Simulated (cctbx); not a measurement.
# Solving a structure by charge flipping

Cell a = 4.3370 Å, b = 4.3370 Å, c = 6.9060 Å, α = 90.00°, β = 90.00°, γ = 120.00°; space group P-3m1 (no. 164); content La1 Ga2 Ti2.

Simulated single-crystal data (cctbx): synchrotron X-rays, λ = 0.6889 Å, to d = 0.77 Å, 50 % of the full sphere, strongest reflection 70000 counts, noise from counting, a 2 % proportional error and a noise floor of 8 counts (s.d.); no absorption.

Charge flipping in P1 on normalised amplitudes to 0.9 Å, δ = 1.1 σ, 20 % of the reflections treated as weak, 200 cycles:

```text
cycle      R  skewness
    0  0.570     0.69
   16  0.478     2.75
   32  0.324     3.89
   48  0.292     4.13
   64  0.253     4.20
   80  0.283     3.96
   96  0.245     3.95
  112  0.275     3.90
  128  0.252     3.89
  144  0.261     3.99
  160  0.258     3.92
  176  0.265     4.10
  192  0.257     3.82
origin shift          correlation  skewness
 0.369  0.288  0.235      0.938      4.52
 0.048  0.638  0.075      0.931      4.63
 0.715 -0.029  0.407      0.927      5.04
 0.704 -0.031  0.224      0.913      3.93
taken: symmetry correlation 0.927, skewness 5.04
peak      x       y       z  mult  height/sigma
Q1    0.0000  0.0000  0.0000    1     14.0
Q2    0.3333  0.6667  0.6744    2     10.0
Q3    0.3333  0.6667  0.2285    2      3.8
Q4    0.0000  0.0000  0.3902    2      2.5
Q5    0.3333  0.6667  0.4738    2      2.1
Q6    0.3333  0.6667  0.0265    2      1.2
Q7    0.1614  0.5807  0.8711    6      1.1
Q8    0.0616  0.3955  0.7395   12      0.9
```

The origin is taken among those within 0.04 of the best correlation, by the skewness of the map.

Run time: 0.23 s on 1 thread of Arm Neoverse V2 (shared host), peak memory 0.07 GiB.

**Question.** Which peaks are atoms, and which elements?

Heights go roughly as Z and multiplicities must add up to the content. First model: Q1 = La1 (1 in the cell, height 14.0), Q2 = Ga1 (2 in the cell, height 10.0) and Q3 = Ti1 (2 in the cell, height 3.8). Against the true structure, Q1 is La, Q2 is Ga and Q3 is Ti; the other peaks are not atoms.

Least squares on F², isotropic:

```text
Rint 0.017, 125 unique reflections to 0.77 A
cycle     R1     wR2    GooF  max shift (A)
   1  0.6624  0.9280  64.073   0.23784
   3  0.0285  0.0929   6.413   0.00003
final R1 0.0286 wR2 0.0929 GooF 6.413  parameters 5  data/parameter 25.0
atom        x        y        z      Ueq    occ   su(xyz)  su(Uiso or U11)
La1    0.00000  0.00000  0.00000   0.0150  1.000  0.00000  0.0005
Ga1    0.33333  0.66667  0.64224   0.0176  1.000  0.00029  0.0005
Ti1    0.33333  0.66667  0.26747   0.0217  1.000  0.00050  0.0007
difference map: max 1.79 min -3.26 rms 0.26
Q1    0.3333  0.6667  0.2098    2    1.82  0.40 A from Ti1
Q2    0.0000  0.0000  0.0000    1    1.80  0.00 A from La1
Q3    0.3333  0.6667  0.7001    2    1.70  0.40 A from Ga1
Q4    0.3333  0.6667  0.5869    2    0.90  0.38 A from Ga1
Q5    0.0000  0.0000  0.2595    2    0.73  1.79 A from La1
```

Anisotropic refinement:

```text
Rint 0.017, 125 unique reflections to 0.77 A
cycle     R1     wR2    GooF  max shift (A)
   1  0.0285  0.0929   6.496   0.00990
   2  0.0070  0.0146   1.022   0.00000
final R1 0.0070 wR2 0.0146 GooF 1.022  parameters 8  data/parameter 15.6
atom        x        y        z      Ueq    occ   su(xyz)  su(Uiso or U11)
La1    0.00000  0.00000  0.00000   0.0148  1.000  0.00000  0.0001
Ga1    0.33333  0.66667  0.64250   0.0177  1.000  0.00005  0.0001
Ti1    0.33333  0.66667  0.26604   0.0213  1.000  0.00008  0.0002
difference map: max 0.20 min -0.34 rms 0.07
Q1    0.1879  0.3758  0.4535    6    0.21  1.69 A from Ti1
Q2    0.1539  0.5770  0.1904    6    0.18  0.85 A from Ti1
Q3    0.0417  0.5208  0.8889    6    0.15  1.77 A from Ti1
Q4    0.0000  0.5000  0.5000    3    0.15  1.59 A from Ga1
Q5    0.1273  0.2547  0.3062    6    0.14  1.57 A from Ti1
Q6    0.0614  0.3303  0.2225   12    0.14  1.37 A from Ti1
```

**Reading.** The refinement ends at R1 = 0.0070, wR2 = 0.0146, GooF = 1.02, with difference density between -0.34 and 0.20 e/Å³. Every site matches the true model in element, within 0.001 Å r.m.s., up to an allowed shift of origin.

True model:

```csv
atom,mult.,x,y,z,Ueq (Å²)
La1,1,0,0,0,0.0147
Ga1,2,2/3,1/3,0.3575,0.0176
Ti1,2,2/3,1/3,0.7339,0.0210
```

This is a model crystal, built by substitution and not relaxed, with assumed displacement parameters.

[Middle refinement cycles are left out of these outputs.]

[Logs are printed without paths, hosts, clocks, repeated set-up lines and the standing remarks that a program may print on its own settings, such as how far it seeks lower states.]
